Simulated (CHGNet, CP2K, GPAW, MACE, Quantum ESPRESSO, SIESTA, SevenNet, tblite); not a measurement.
# C(111) slab, H on the bottom face (81 atoms) in CP2K

Wanted: CP2K inputs and outputs for C(111) slab, H on the bottom face (81 atoms), checked against a plane-wave reference.

Main program and level: CP2K 2026.2; the method is named at each step.

## Step 1: Starting point

The cell holds 81 atoms: 72 C and 9 H. Cell: a = 7.567 Å, b = 7.567 Å, c = 19.783 Å, α = 90.0°, β = 90.0°, γ = 120.0°. It derives from C (diamond-structure). Diamond-structure C (a = 3.567 Å), (111) slab of 8 atomic planes, 3 x 3 surface cells, H on the broken bonds of the bottom face, 12 Å of vacuum; displaced by a Gaussian of 0.02 Å. Then every atom was moved at random, 0.02 Å r.m.s. a Cartesian component (hydrogen 0.6 of that). Regions: slab, 72 atoms (72 C); hydrogen, 9 atoms (9 H). Vacuum lies along c.

The yardstick, on the same geometry:

- method: Kohn-Sham DFT, PBE, SSSP efficiency 1.3.0 pseudopotentials, plane waves (Quantum ESPRESSO 7.5); sssp-pbe-1.3.0-efficiency, cutoffs 60/480 Ry, Γ point
- r.m.s. force component: 1.672 eV/Å
- longest force: 5.94 eV/Å
- time: 3.3 min on 4 MPI ranks of Arm Neoverse V1, shared host
- CPU time: 13 min

## Step 2: PBE, DZVP-MOLOPT-SR, 450/50 Ry, diagonalisation

Method: Kohn-Sham DFT, PBE, GTH-PBE pseudopotentials, Gaussian and plane waves, DZVP-MOLOPT-SR-GTH, diagonalisation.

Contents of input.inp:

```
&GLOBAL
  PROJECT cell
  RUN_TYPE ENERGY_FORCE
  PRINT_LEVEL LOW
&END GLOBAL
&FORCE_EVAL
  METHOD QS
  &DFT
    BASIS_SET_FILE_NAME BASIS_MOLOPT
    POTENTIAL_FILE_NAME GTH_POTENTIALS
    &MGRID
      CUTOFF 450
      REL_CUTOFF 50
    &END MGRID
    &QS
      EPS_DEFAULT 1.0E-12
    &END QS
    &SCF
      SCF_GUESS ATOMIC
      EPS_SCF 5.0E-06
      MAX_SCF 200
      ADDED_MOS 35
      &DIAGONALIZATION
        ALGORITHM STANDARD
      &END DIAGONALIZATION
      &SMEAR ON
        METHOD FERMI_DIRAC
        ELECTRONIC_TEMPERATURE [K] 580
      &END SMEAR
      &MIXING
        METHOD BROYDEN_MIXING
        ALPHA 0.2
        NBROYDEN 12
        BETA 0.05
      &END MIXING
      &PRINT
        &RESTART OFF
        &END RESTART
      &END PRINT
    &END SCF
    &XC
      &XC_FUNCTIONAL PBE
      &END XC_FUNCTIONAL
    &END XC
    &PRINT
      &MULLIKEN ON
      &END MULLIKEN
      &HIRSHFELD ON
        SHAPE_FUNCTION DENSITY
      &END HIRSHFELD
      &MO ON
        EIGENVALUES T
        OCCUPATION_NUMBERS T
        MO_INDEX_RANGE 138 161
        &EACH
          QS_SCF 0
        &END EACH
        ADD_LAST NUMERIC
      &END MO
    &END PRINT
  &END DFT
  &SUBSYS
    &CELL
      A 7.56675 0.00000 0.00000
      B -3.78337 6.55300 0.00000
      C 0.00000 0.00000 19.78308
    &END CELL
    &COORD
      SCALED
      C 0.44636 0.89411 0.38407
      C 0.33013 0.99984 0.35912
      C 0.22284 0.78025 0.48942
      C 0.44049 0.88971 0.46202
      C 0.33155 0.00026 0.59393
      C 0.22418 0.77689 0.56877
      C 0.44995 0.89344 0.69765
      C 0.32876 0.99487 0.67247
      C 0.44828 0.56098 0.38455
      C 0.33497 0.66967 0.35923
      C 0.22217 0.44398 0.48959
      C 0.45481 0.56337 0.46292
      C 0.32611 0.66240 0.59344
      C 0.21859 0.43703 0.56675
      C 0.44548 0.55973 0.69706
      C 0.33408 0.67232 0.67138
      C 0.77819 0.88863 0.38473
      C 0.66308 0.99701 0.35886
      C 0.55353 0.78343 0.48803
      C 0.78162 0.89447 0.46142
      C 0.67323 0.00176 0.59045
      C 0.54899 0.77646 0.56895
      C 0.77851 0.89503 0.69588
      C 0.67146 0.00231 0.67090
      C 0.44080 0.22403 0.38458
      C 0.32665 0.33122 0.35863
      C 0.21721 0.11513 0.48857
      C 0.44959 0.21953 0.46277
      C 0.33269 0.32721 0.59177
      C 0.21929 0.10466 0.56642
      C 0.44559 0.22207 0.69696
      C 0.33422 0.33883 0.66815
      C 0.77856 0.55759 0.38412
      C 0.66895 0.66240 0.35810
      C 0.55285 0.44353 0.48529
      C 0.77971 0.55796 0.46422
      C 0.66716 0.66918 0.59293
      C 0.55365 0.43828 0.56972
      C 0.78410 0.55996 0.69692
      C 0.67182 0.66957 0.67042
      C 0.11675 0.89270 0.38580
      C 0.99736 0.99923 0.35905
      C 0.88718 0.77957 0.48712
      C 0.12054 0.88806 0.46438
      C 0.99616 0.99046 0.59243
      C 0.89208 0.77580 0.56722
      C 0.11199 0.89219 0.69573
      C 0.00651 0.00374 0.67178
      C 0.77769 0.22458 0.38554
      C 0.66701 0.33384 0.35793
      C 0.55859 0.11208 0.48735
      C 0.78132 0.22894 0.46425
      C 0.65712 0.33455 0.59299
      C 0.55068 0.11085 0.56886
      C 0.77990 0.21956 0.69844
      C 0.66321 0.32999 0.66988
[... 21 atom lines left out ...]
      H 0.00260 0.99906 0.30323
      H 0.67139 0.33688 0.30301
      H 0.00001 0.66553 0.30433
      H 0.00251 0.33399 0.30416
    &END COORD
    &KIND C
      BASIS_SET DZVP-MOLOPT-SR-GTH-q4
      POTENTIAL GTH-PBE-q4
    &END KIND
    &KIND H
      BASIS_SET DZVP-MOLOPT-SR-GTH-q1
      POTENTIAL GTH-PBE-q1
    &END KIND
  &END SUBSYS
  &PRINT
    &FORCES ON
    &END FORCES
  &END PRINT
&END FORCE_EVAL
```

The run is started by

```console
$ OMP_NUM_THREADS=2 cp2k.psmp -i input.inp > output.txt
```

Numbers of over 12 decimals in the logs are rounded to 6 here.

Output:

```text
CP2K| version string:                                       CP2K version 2026.2
 CP2K| Input file name                                                 input.inp
 GLOBAL| Basis set file name                                        BASIS_MOLOPT
 GLOBAL| Potential file name                                      GTH_POTENTIALS
 GLOBAL| Run type                                                   ENERGY_FORCE
 GLOBAL| Total number of message passing processes                             1
 GLOBAL| Number of threads for this process                                    2
 TOTAL NUMBERS AND MAXIMUM NUMBERS
  Total number of            - Atomic kinds:                                   2
                             - Atoms:                                         81
                             - Shell sets:                                    81
                             - Shells:                                       387
                             - Primitive Cartesian functions:                405
                             - Cartesian basis functions:                   1053
                             - Spherical basis functions:                    981
  Maximum angular momentum of- Orbital basis functions:                        2
                             - Local part of the GTH pseudopotential:          2
                             - Non-local part of the GTH pseudopotential:      0
 SCF PARAMETERS         Density guess:                                    ATOMIC
                        max_scf:                                             200
                        eps_scf:                                        5.00E-06
                        added MOs                                        35    0
                        Mixing method:                            BROYDEN_MIXING
                                                charge density mixing in g-space
                        Smear method:                                FERMI_DIRAC
                        Electronic temperature [K]:                        580.0
                        Electronic temperature [a.u.]:                  1.84E-03
                        Accuracy threshold:                             1.00E-10
 Extrapolation method: initial_guess
 Number of electrons:                                                        297
 Number of occupied orbitals:                                                149
 Number of molecular orbitals:                                               184
 Number of orbital functions:                                                981
 Number of independent orbital functions:                                    981
 SCF WAVEFUNCTION OPTIMIZATION
  Step     Update method      Time    Convergence         Total energy    Change
     1 NoMix/Diag. 0.20E+00    6.9     0.95114813      -414.7993232024 -4.15E+02
     2 Broy./Diag. 0.20E+00   12.1     0.93421661      -399.3992426123  1.54E+01
     3 Broy./Diag. 0.20E+00   11.9     1.12976138      -401.7278052178 -2.33E+00
     4 Broy./Diag. 0.20E+00   12.0     1.05179811      -408.6599883147 -6.93E+00
[...]
42 Broy./Diag. 0.20E+00   12.2     0.00000528      -413.8404505103 -2.89E-07
    43 Broy./Diag. 0.20E+00   12.2     0.00000316      -413.8404496563  8.54E-07
  *** SCF run converged in    43 steps ***
  Electronic density on regular grids:       -296.9999999999        0.0000000001
  Core density on regular grids:              296.9999999997       -0.0000000003
  Total charge density on r-space grids:       -0.0000000002
  Total charge density g-space grids:          -0.0000000002
  Overlap energy of the core charge distribution:               3.46839e-06
  Self energy of the core charge distribution:               -972.814836
  Core Hamiltonian energy:                                    307.903941
  Hartree energy:                                             381.669221
  Exchange-correlation energy:                               -130.581455
  Electronic entropic energy:                                  -0.017324
  Fermi energy:                                                 0.111677
  Total energy:                                              -413.840450
  Total energy (extrapolated to T->0):                       -413.831788
 MO| EIGENVALUES AND OCCUPATION NUMBERS
 MO|
 MO|  Index      Eigenvalue [a.u.]        Eigenvalue [eV]             Occupation
 MO|    138               0.010170               0.276748               2.000000
 MO|    139               0.012984               0.353305               2.000000
 MO|    140               0.015694               0.427061               2.000000
[...]
MO|    160               0.264410               7.194966               0.000000
 MO|    161               0.290031               7.892140               0.000000
 MO| Sum:                                                             297.000000
 MO| E(Fermi):            0.111677 a.u.          3.038877 eV
 !-----------------------------------------------------------------------------!
                     Mulliken Population Analysis
 #  Atom  Element  Kind  Atomic population                           Net charge
       1     C        1          4.000880                             -0.000880
       2     C        1          4.078324                             -0.078324
       3     C        1          4.007384                             -0.007384
[...]
80     H        2          0.910485                              0.089515
      81     H        2          0.905980                              0.094020
 # Total charge                            297.000000                 -0.000000
 !-----------------------------------------------------------------------------!
 !-----------------------------------------------------------------------------!
                           Hirshfeld Charges
  #Atom  Element  Kind  Ref Charge     Population                    Net charge
      1       C      1       4.000          3.996                         0.004
      2       C      1       4.000          4.041                        -0.041
      3       C      1       4.000          3.995                         0.005
[...]
80       H      2       1.000          0.962                         0.038
     81       H      2       1.000          0.961                         0.039
  Total Charge                                                           -0.000
 !-----------------------------------------------------------------------------!
 ENERGY| Total FORCE_EVAL ( QS ) energy [hartree]           -413.840448
 FORCES| Atomic forces [hartree/bohr]
 FORCES|   Atom     x               y               z               |f|
 FORCES|      1 -1.40020525E-02 -2.81660728E-02 -1.28730551E-02   3.39867722E-02
 FORCES|      2  2.11238747E-02  1.99001029E-02  8.60369037E-03   3.02697153E-02
 FORCES|      3  2.49524488E-02 -9.64460085E-03 -1.46420822E-03   2.67915459E-02
[...]
FORCES|     80 -7.85278349E-04  5.52753837E-03  2.20491327E-03   6.00266482E-03
 FORCES|     81 -2.24282348E-03  1.80578665E-03  9.08434582E-03   9.52976713E-03
 FORCES| Sum    -6.21037949E-05 -3.61085614E-05  2.30711609E-05
 FORCES| Total atomic force                                       7.54518920E-05
```

The job ended after 9.1 min (2 threads of Arm Neoverse V1, shared host; peak memory 2.2 GiB).

Banners, paths, timers and routine set-up lines are dropped from the logs unmarked, and long logs keep their key lines alone; longer cuts are marked.

Numbers from this run, and their distance from the reference:

- r.m.s. force component: 1.7 eV/Å
- r.m.s. difference of force components: 53.98 meV/Å
- longest difference of force vectors: 184.1 meV/Å
- force difference over r.m.s. force: 3.228 %
- slope of forces against the reference's: 1.016
- correlation of force components: 0.9996

Length of the force difference by element (eV/Å):

```tsv
element	atoms	mean	most
C	72	0.085	0.18
H	9	0.075	0.10
```

The surroundings of C5, picked at random, nearest first, numbered as they follow in the input and with coordinates relative to it.

```tsv
atom	x	y	z	distance (Å)	bonds	Hirshfeld charge (e)	Fx	Fy	Fz (eV/Å)
C5	0.00	0.00	0.00	0.00	4	0.02	0.94	-0.76	-1.47
C54	1.24	0.72	-0.50	1.52	4	0.01	1.57	0.32	-1.10
C30	-1.24	0.68	-0.54	1.52	4	0.00	-0.50	0.94	0.83
C6	0.03	-1.46	-0.50	1.55	4	0.00	-0.62	0.61	-0.69
C8	0.00	-0.04	1.55	1.55	4	-0.01	0.85	1.66	4.87
C61	-1.21	-2.15	-0.01	2.47	4	-0.01	-0.55	-1.38	-2.05
C29	-1.23	2.14	-0.04	2.47	4	0.00	-0.87	0.64	-0.64
C47	-1.25	-0.71	2.01	2.48	3	0.00	0.12	-1.35	-3.57
C53	1.20	2.19	-0.02	2.50	4	0.01	3.89	-0.29	-0.72
```

Forces lie 3.2 % from the reference's, at 1.3 times its CPU time (on 2 against 4 cores).

## Step 3: PBE, TZV2P-UZH, 450/50 Ry, diagonalisation

Method: Kohn-Sham DFT, PBE, GTH-PBE pseudopotentials, Gaussian and plane waves, TZV2P-MOLOPT (UZH set), diagonalisation.

input.inp: that of step 2 with these lines changed.

```diff
@@ -8,4 +8,4 @@
   &DFT
-    BASIS_SET_FILE_NAME BASIS_MOLOPT
-    POTENTIAL_FILE_NAME GTH_POTENTIALS
+    BASIS_SET_FILE_NAME BASIS_MOLOPT_UZH
+    POTENTIAL_FILE_NAME POTENTIAL_UZH
     &MGRID
@@ -67,8 +67,8 @@
     &END CELL
-    &COORD
-      SCALED
-[... 81 atom lines left out: the same atoms as in the first run ...]
-    &END COORD
+    &TOPOLOGY
+      COORD_FILE_NAME structure.xyz
+      COORD_FILE_FORMAT XYZ
+    &END TOPOLOGY
     &KIND C
-      BASIS_SET DZVP-MOLOPT-SR-GTH-q4
+      BASIS_SET TZV2P-MOLOPT-PBE-GTH-q4
       POTENTIAL GTH-PBE-q4
@@ -76,3 +76,3 @@
     &KIND H
-      BASIS_SET DZVP-MOLOPT-SR-GTH-q1
+      BASIS_SET TZV2P-MOLOPT-PBE-GTH-q1
       POTENTIAL GTH-PBE-q1
```

Contents of structure.xyz:

```xyz
81

C -0.00525 5.85910 7.59809
C -1.28475 6.55195 7.10450
C -1.26580 5.11298 9.68224
C -0.03302 5.83027 9.14018
C 2.50777 0.00170 11.74976
C -1.24295 5.09096 11.25202
C 0.02445 5.85471 13.80167
C -1.27632 6.51938 13.30353
C 1.26963 3.67610 7.60758
C 0.00102 4.38835 7.10668
C 0.00136 2.90940 9.68560
C 1.31000 3.69176 9.15798
C -0.03851 4.34071 11.74007
C 0.00057 2.86386 11.21206
C 1.25317 3.66791 13.78999
C -0.01574 4.40571 13.28196
C 2.52635 5.82319 7.61114
C 1.24530 6.53341 7.09936
C 1.22442 5.13382 9.65474
C 2.53021 5.86146 9.12831
[... 57 atom lines left out ...]
H -3.76014 6.54684 5.99882
H 3.80570 2.20757 5.99447
H -2.51787 4.36122 6.02058
H -1.24462 2.18864 6.01722
```

The run is started by

```console
$ OMP_NUM_THREADS=1 mpirun -np 4 cp2k.psmp -i input.inp > output.txt
```

Output:

```text
CP2K| version string:                                       CP2K version 2026.2
 CP2K| Input file name                                                 input.inp
 GLOBAL| Basis set file name                                    BASIS_MOLOPT_UZH
 GLOBAL| Potential file name                                       POTENTIAL_UZH
[... lines left out ...]
                        Smear method:                                FERMI_DIRAC
[... lines left out ...]
 Number of electrons:                                                        297
[... lines left out ...]
  Step     Update method      Time    Convergence         Total energy    Change
[... lines left out ...]
  *** SCF run converged in    47 steps ***
[... lines left out ...]
  Fermi energy:                                                 0.104142
  Total energy:                                              -413.807351
  Total energy (extrapolated to T->0):                       -413.798572
[... lines left out ...]
 MO| E(Fermi):            0.104142 a.u.          2.833850 eV
[... lines left out ...]
     81       H      2       1.000          0.962                         0.038
  Total Charge                                                           -0.000
 !-----------------------------------------------------------------------------!
 ENERGY| Total FORCE_EVAL ( QS ) energy [hartree]           -413.807351
 FORCES| Atomic forces [hartree/bohr]
 FORCES|   Atom     x               y               z               |f|
 FORCES|      1 -1.39443721E-02 -2.79477183E-02 -1.41803815E-02   3.43016573E-02
 FORCES|      2  2.08896908E-02  1.96581003E-02  1.12458570E-02   3.08105402E-02
 FORCES|      3  2.47296126E-02 -9.30342536E-03 -1.83063907E-03   2.64850657E-02
[...]
FORCES|     80 -7.98144585E-04  5.44417948E-03  9.37209751E-04   5.58162048E-03
 FORCES|     81 -2.18086543E-03  1.75870184E-03  7.60972156E-03   8.10907321E-03
 FORCES| Sum    -5.28301503E-05 -3.31770393E-05  2.52065136E-05
 FORCES| Total atomic force                                       6.72837948E-05
```

Elapsed: 14 min, on 4 MPI ranks; peak memory 3.6 GiB.

Numbers from this run, and their distance from the reference:

```
r.m.s. force component                  : 1.675 eV/Å
r.m.s. difference of force components   : 19.09 meV/Å
longest difference of force vectors     : 64.5 meV/Å
force difference over r.m.s. force      : 1.141 %
slope of forces against the reference's : 1.002
correlation of force components         : 0.9999
```

Against the first run (3.2 %), the force difference from the reference is 1.1 %, at 3.3 times the CPU time (on 4 against 2 cores), with 2214 basis functions against 981; this set comes with other potentials too, so the change isn't the basis's alone.

## Step 4: r2SCAN, SCAN potentials, DZVP-UZH(SCAN), 600/50 Ry, diagonalisation

Method: Kohn-Sham DFT, r2SCAN, GTH-SCAN pseudopotentials, Gaussian and plane waves, DZVP-MOLOPT (UZH set), diagonalisation.

input.inp: that of step 3 with these lines changed.

```diff
@@ -11,4 +11,5 @@
     &MGRID
-      CUTOFF 450
+      CUTOFF 600
       REL_CUTOFF 50
+      NGRIDS 5
     &END MGRID
@@ -41,3 +42,7 @@
     &XC
-      &XC_FUNCTIONAL PBE
+      &XC_FUNCTIONAL
+        &MGGA_X_R2SCAN
+        &END MGGA_X_R2SCAN
+        &MGGA_C_R2SCAN
+        &END MGGA_C_R2SCAN
       &END XC_FUNCTIONAL
@@ -72,8 +77,8 @@
     &KIND C
-      BASIS_SET TZV2P-MOLOPT-PBE-GTH-q4
-      POTENTIAL GTH-PBE-q4
+      BASIS_SET DZVP-MOLOPT-SCAN-GTH-q4
+      POTENTIAL GTH-SCAN-q4
     &END KIND
     &KIND H
-      BASIS_SET TZV2P-MOLOPT-PBE-GTH-q1
-      POTENTIAL GTH-PBE-q1
+      BASIS_SET DZVP-MOLOPT-SCAN-GTH-q1
+      POTENTIAL GTH-SCAN-q1
     &END KIND
```

structure.xyz is that of step 3.

Output:

```text
CP2K| version string:                                       CP2K version 2026.2
 CP2K| Input file name                                                 input.inp
 GLOBAL| Basis set file name                                    BASIS_MOLOPT_UZH
 GLOBAL| Potential file name                                       POTENTIAL_UZH
[... lines left out ...]
                        Smear method:                                FERMI_DIRAC
[... lines left out ...]
 Number of electrons:                                                        297
[... lines left out ...]
  Step     Update method      Time    Convergence         Total energy    Change
[... lines left out ...]
  *** SCF run converged in    39 steps ***
[... lines left out ...]
  Fermi energy:                                                 0.104541
  Total energy:                                              -413.158432
  Total energy (extrapolated to T->0):                       -413.150102
[... lines left out ...]
 MO| E(Fermi):            0.104541 a.u.          2.844695 eV
[... lines left out ...]
     81       H      2       1.000          0.960                         0.040
  Total Charge                                                           -0.000
 !-----------------------------------------------------------------------------!
 ENERGY| Total FORCE_EVAL ( QS ) energy [hartree]           -413.158436
 FORCES| Atomic forces [hartree/bohr]
 FORCES|   Atom     x               y               z               |f|
 FORCES|      1 -1.44202334E-02 -2.91688577E-02 -1.23230765E-02   3.47940168E-02
 FORCES|      2  2.17632394E-02  2.00772531E-02  8.28733621E-03   3.07475954E-02
 FORCES|      3  2.51775982E-02 -8.85899687E-03 -2.32354791E-03   2.67916433E-02
[...]
FORCES|     80 -9.64676397E-04  5.93760900E-03  5.47704802E-03   8.13534610E-03
 FORCES|     81 -2.26125490E-03  1.85566224E-03  1.21812623E-02   1.25275659E-02
 FORCES| Sum     8.21406677E-04  2.70762428E-04  3.38333306E-04
 FORCES| Total atomic force                                       9.28703745E-04
```

Run time: 12 min. Hardware: 4 MPI ranks; peak memory 4.7 GiB.

Compared with the plane-wave run:

```yaml
r_m_s_force_component: 1.74 eV/Å
r_m_s_difference_of_force_components: 101.9 meV/Å
longest_difference_of_force_vectors: 339.8 meV/Å
force_difference_over_r_m_s_force: 6.093 %
slope_of_forces_against_the_reference_s: 1.039
correlation_of_force_components: 0.999
```

Against the first run (3.2 %), the force difference from the reference is 6.1 %, at 2.8 times the CPU time (on 4 against 2 cores); the model has changed, so this is no error of the program alone.

(Part 1 of 2 ends here.)

[Also dropped from logs without a mark: logging warnings of Python, and SIESTA's first energy breakdown and zero terms.]

[Logs are printed without paths, hosts, clocks, repeated set-up lines and the standing remarks that a program may print on its own settings, such as how far it seeks lower states.]

[Hosts, paths, dates, database ids (printed as entryN), source tags and the programs' standing remarks are cut or masked in the printed files.]
